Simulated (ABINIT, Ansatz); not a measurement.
# Converging GW for YSF (P4/nmm) in ABINIT, part 2 of 2

Wanted: a converged G0W0 gap of YSF (P4/nmm), or an estimate of the limit.

ABINIT 10.8.3; LDA and many-body steps on it, plane waves. Known limits of the many-body steps: not at the basis limit; no spin-orbit coupling; coarse k mesh.

So far. Step 3 (Screening, 4×4×2 mesh, 60 bands, screening to 76.2 eV): Local fields lower ε∞ by 14 %. On a Γ-centred mesh this coarse the value itself is usually too large, while a short band sum pulls it down. Step 4 (60 bands, 76.2 eV): The gap on the mesh goes from 1.17 eV to 2.87 eV, a correction of +1.70 eV.

## (6) 142 bands, 141.5 eV

This step: G0W0 on LDA, plane waves, norm-conserving pseudopotentials.

The input, run.abi:

```
acell 3*1.0 Angstrom
rprim 
  3.772985040000 0.000000000000 0.000000000000
  0.000000000000 3.772985040000 0.000000000000
  0.000000000000 0.000000000000 6.826667120000
ntypat 3
znucl 39 16 9
natom 6
typat 1 1 2 2 3 3
xred 
  0.000000000000 0.500000000000 0.227228020000
  0.500000000000 0.000000000000 0.772771980000
  0.000000000000 0.500000000000 0.645567190000
  0.500000000000 0.000000000000 0.354432810000
  0.000000000000 0.000000000000 0.000000000000
  0.500000000000 0.500000000000 0.000000000000
pp_dirpath "pseudos"
pseudos "Y.upf, S.upf, F.upf"
ecut 36
ngkpt 4 4 2
nshiftk 1
shiftk 0 0 0
kptopt 1
chksymbreak 0
istwfk *1
occopt 1
irdwfk 1
optdriver 4
nband 142
gwcalctyp 0
ecutsigx 36
symsigma 1
nkptgw 1
kptgw 
  0.0000000000 0.0000000000 0.0000000000
bdgw 
  23 26
ecuteps 5.2
irdscr 1
ppmodel 1
indata_prefix "in"
outdata_prefix "out"
tmpdata_prefix "tmp"
```

Command:

```sh
> OMP_NUM_THREADS=1 mpirun -n 8 abinit run.abi > log
```

Numbers of over 12 decimals in the logs are rounded to 6 here.

The log of the run:

```text
.Version 10.8.3 of ABINIT. v10.8.2 released Aug 2026.

 Symmetries : space group P4/n m m (#129); Bravais tP (primitive tetrag.)
[... echo of the input left out ...]
== DATASET  1 ==================================================================
-   mpi_nproc: 8, omp_nthreads: 1 (-1 if OMP is not activated)

--- !DatasetInfo
iteration_state: {dtset: 1, }
dimensions: {natom: 6, nkpt: 12, mband: 142, nsppol: 1, nspinor: 1, nspden: 1, mpw: 6802, }
cutoff_energies: {ecut:  36.0, pawecutdg:  -1.0, }
electrons: {nelect:   4.80000000E+01, charge:   0.00000000E+00, occopt:   1.00000000E+00, tsmear:   1.00000000E-02, }

 SIGMA: Calculation of the GW corrections

 Based on a program developped by R.W. Godby, V. Olevano, G. Onida, and L. Reining.
 Incorporated in ABINIT by V. Olevano, G.-M. Rignanese, and M. Torrent.
.Using double precision arithmetic ; gwpc =  8

[... cell and pseudopotentials left out ...]
--------------------------------------------------------------------------------

 ==== K-mesh for the wavefunctions ====
 Number of points in the irreducible wedge :    12
[... list of points left out ...]
 Together with 16 symmetry operations and time-reversal symmetry
 yields    32 points in the full Brillouin Zone.

 ==== Q-mesh for screening function ====
 Number of points in the irreducible wedge :    12
[... list of points left out ...]
 Together with 16 symmetry operations and time-reversal symmetry
 yields    32 points in the full Brillouin Zone.

 vcoul_init : cutoff-mode = AUXILIARY_FUNCTION
 q-points for optical limit:   1
     1)      0.000010    0.000020    0.000030
 setmesh: FFT mesh size selected  =    40x   40x   72
          total number of points  =       115200

 Number of electrons calculated from density =   48.0000; Expected =   48.0000
[...]
number of k-points in IBZ                          12
 number of q-points in IBZ                          12
 number of symmetry operations                      16
 number of k-points in BZ                           32
 number of q-points in BZ                           32
 number of frequencies for dSigma/dE                 9
 frequency step for dSigma/dE [eV]                0.25
 number of omega for Sigma on real axis              0
 max omega for Sigma on real axis  [eV]           0.00
 zcut for avoiding poles [eV]                     0.10

 EPSILON^-1 parameters (SCR file):
 dimension of the eps^-1 matrix on file            393
 dimension of the eps^-1 matrix used               393
 number of plane-waves for wavefunctions          6783
 number of bands                                   142
 number of q-points in IBZ                          12
 number of frequencies                               2
 number of real frequencies                          1
 number of imag frequencies                          1

 matrix elements of self-energy operator (all in [eV])

 Perturbative Calculation

--- !SelfEnergy_ee
iteration_state: {dtset: 1, }
kpoint     : [   0.000,    0.000,    0.000, ]
spin       : 1
KS_gap     :    1.172
QP_gap     :    2.896
Delta_QP_KS:    1.723
data: !SigmaeeData |
     Band     E0 <VxcDFT>   SigX SigC(E0)      Z dSigC/dE  Sig(E)    E-E0       E
       23   6.840 -13.583 -16.361   1.906   0.800  -0.250 -14.281  -0.698   6.142
       24   6.840 -13.583 -16.361   1.906   0.800  -0.250 -14.281  -0.698   6.142
       25   8.012 -11.644  -6.693  -3.709   0.826  -0.211 -10.618   1.026   9.038
       26   9.761 -14.045  -8.822  -3.710   0.794  -0.259 -12.843   1.202  10.963

== END DATASET(S) ==============================================================
================================================================================

 -outvars: echo values of variables after computation  --------
           etotal      0.0000000000E+00
            nband         142
             nkpt          12
          spgroup         129
 [... the other variables as echoed above ...]

 Calculation completed.
```

Elapsed: 11 s, on 8 MPI ranks of Arm Neoverse V1, shared host; peak memory 2.8 GiB; 84 s of CPU time.

This step gave:

```
G0W0 gap on the points computed              : 2.896 eV
starting gap on the mesh                     : 1.172 eV
k of the valence top                         : 0, 0, 0
k of the conduction bottom                   : 0, 0, 0
Z at the valence top                         : 0.8
Z at the conduction bottom                   : 0.826
least direct G0W0 gap on the computed points : 2.896 eV
```

Against G0W0 in ABINIT (4×4×2 mesh, 60 bands, screening to 76.2 eV, Godby-Needs plasmon pole), the gap moves by +0.026 eV.

## (7) Screening, 4×4×2 mesh, 314 bands, screening to 217.7 eV

This step: RPA screening on LDA, plane waves, norm-conserving pseudopotentials.

run.abi: that of step 6 with these lines changed.

```diff
@@ -27,15 +27,8 @@
 irdwfk 1
-optdriver 4
-nband 142
-gwcalctyp 0
-ecutsigx 36
-symsigma 1
-nkptgw 1
-kptgw 
-  0.0000000000 0.0000000000 0.0000000000
-bdgw 
-  23 26
-ecuteps 5.2
-irdscr 1
-ppmodel 1
+optdriver 3
+nband 314
+ecuteps 8
+inclvkb 2
+awtr 1
+symchi 1
 indata_prefix "in"
```

The log of the run:

```text
.Version 10.8.3 of ABINIT. v10.8.2 released Aug 2026.

 Symmetries : space group P4/n m m (#129); Bravais tP (primitive tetrag.)
[... echo of the input left out ...]
== DATASET  1 ==================================================================
-   mpi_nproc: 8, omp_nthreads: 1 (-1 if OMP is not activated)

--- !DatasetInfo
iteration_state: {dtset: 1, }
dimensions: {natom: 6, nkpt: 12, mband: 314, nsppol: 1, nspinor: 1, nspden: 1, mpw: 6802, }
cutoff_energies: {ecut:  36.0, pawecutdg:  -1.0, }
[...]
--------------------------------------------------------------------------------
[... chi0 elements left out ...]
 For q-point:  0.000010 0.000020 0.000030
  dielectric constant =   6.0547
  dielectric constant without local fields =   7.0107

  Average fulfillment of the sum rule on Im[epsilon] for q-point    1 :     82.34  [%]
[... wings left out ...]
  q-point number  2        q = ( 0.250000, 0.000000, 0.000000) [r.l.u.]
--------------------------------------------------------------------------------
[... chi0 elements left out ...]
  Average fulfillment of the sum rule on Im[epsilon] for q-point    2 :     85.88  [%]

 [... 10 further q-points ...]
```

Wall time 8.5 min (8 MPI ranks); peak memory 6 GiB.

This step gave:

| Quantity | Value |
| --- | --- |
| ε∞ with local fields, on this mesh, along the program's q direction | 6.055 |
| the same without local fields | 7.011 |
| plasma frequency | 26.10 eV |
| plane waves in the screening matrix | 717 |

## (8) 314 bands, 217.7 eV

This step: G0W0 on LDA, plane waves, norm-conserving pseudopotentials.

run.abi: that of step 7 with these lines changed.

```diff
@@ -27,8 +27,15 @@
 irdwfk 1
-optdriver 3
+optdriver 4
 nband 314
+gwcalctyp 0
+ecutsigx 36
+symsigma 1
+nkptgw 1
+kptgw 
+  0.0000000000 0.0000000000 0.0000000000
+bdgw 
+  23 26
 ecuteps 8
-inclvkb 2
-awtr 1
-symchi 1
+irdscr 1
+ppmodel 1
 indata_prefix "in"
```

The log of the run:

```text
.Version 10.8.3 of ABINIT. v10.8.2 released Aug 2026.

 Symmetries : space group P4/n m m (#129); Bravais tP (primitive tetrag.)
[... echo of the input left out ...]
== DATASET  1 ==================================================================
-   mpi_nproc: 8, omp_nthreads: 1 (-1 if OMP is not activated)

--- !DatasetInfo
iteration_state: {dtset: 1, }
dimensions: {natom: 6, nkpt: 12, mband: 314, nsppol: 1, nspinor: 1, nspden: 1, mpw: 6802, }
cutoff_energies: {ecut:  36.0, pawecutdg:  -1.0, }
[...]
24   6.840 -13.583 -16.361   1.493   0.796  -0.256 -14.607  -1.023   5.817
       25   8.012 -11.644  -6.693  -4.006   0.824  -0.213 -10.865   0.779   8.791
       26   9.761 -14.045  -8.822  -4.054   0.811  -0.233 -13.097   0.948  10.709

== END DATASET(S) ==============================================================
================================================================================

 -outvars: echo values of variables after computation  --------
           etotal      0.0000000000E+00
            nband         314
             nkpt          12
          spgroup         129
 [... the other variables as echoed above ...]

 Calculation completed.
```

The job ended after 50 s (8 MPI ranks; peak memory 6.9 GiB).

Numbers from this step:

| Item | Value |
| --- | --- |
| G0W0 gap on the points computed | 2.974 eV |
| starting gap on the mesh | 1.172 eV |
| k of the valence top | 0, 0, 0 |
| k of the conduction bottom | 0, 0, 0 |
| least direct G0W0 gap on the computed points | 2.974 eV |

Against G0W0 in ABINIT (4×4×2 mesh, 142 bands, screening to 141.5 eV, Godby-Needs plasmon pole), the gap moves by +0.078 eV.

## (9) The runs together

Times are wall times on 8 MPI ranks of Arm Neoverse V1, shared host, good to a factor of about two. A run's time includes the screening step that it read.

| run | mesh | bands | screening cutoff (eV) | DFT gap (eV) | gap on the mesh (eV) | direct (eV) | ε∞ used | time |
| --- | --- | --- | --- | --- | --- | --- | --- | --- |
| 60 bands, 76.2 eV | 4×4×2 | 60 | 76.2 | 1.172 | 2.870 | 2.870 | 5.99 | 34 s |
| 142 bands, 141.5 eV | 4×4×2 | 142 | 141.5 | 1.172 | 2.896 | 2.896 | 6.05 | 2.1 min |
| 314 bands, 217.7 eV | 4×4×2 | 314 | 217.7 | 1.172 | 2.974 | 2.974 | 6.05 | 9.3 min |

## (10) What came out

```yaml
60_bands_76p2_ev: 2.870 eV
142_bands_141p5_ev: 2.896 eV
314_bands_217p7_ev: 2.974 eV
known_limits: not at the basis limit; no spin-orbit coupling; coarse k mesh
```

**Reading.** From the first rung to the last the gap moves by +0.10 eV for 16 times the time. The steps are not yet shrinking, so no limit is drawn. In the first G0W0 run levels were corrected at 1 k point alone, so a gap called «on the mesh» is the least over those, and an edge elsewhere would be missed. The 4×4×2 mesh is coarse for this cell, which bears on the long-range parts of exchange and screening. The many-body steps are scalar-relativistic: spin-orbit coupling is not in them.

[Paths, hosts, dates, memory and timing lines, banners, echoed tables and standing remarks are left out of the program output.]

[Logs are printed without paths, hosts, clocks, repeated set-up lines and the standing remarks that a program may print on its own settings, such as how far it seeks lower states.]

[Runs of the session that timed out or met a known fault of the program may be left out.]

[No measured gap is set beside runs whose start may be inverted or whose files or cutoffs have a known fault.]

[Hosts, paths, dates, database ids (printed as entryN), source tags and the programs' standing remarks are cut or masked in the printed files.]

[G0W0 gaps are taken among the corrected bands and points alone; a level outside them can change the order at an edge.]

[Where Ansatz stands beside ABINIT at settings called matched, ABINIT's density can come from a denser mesh and the files from another edition; pairs whose starting gaps differed by over 0.03 eV were left out, so agreement reads better than it is.]
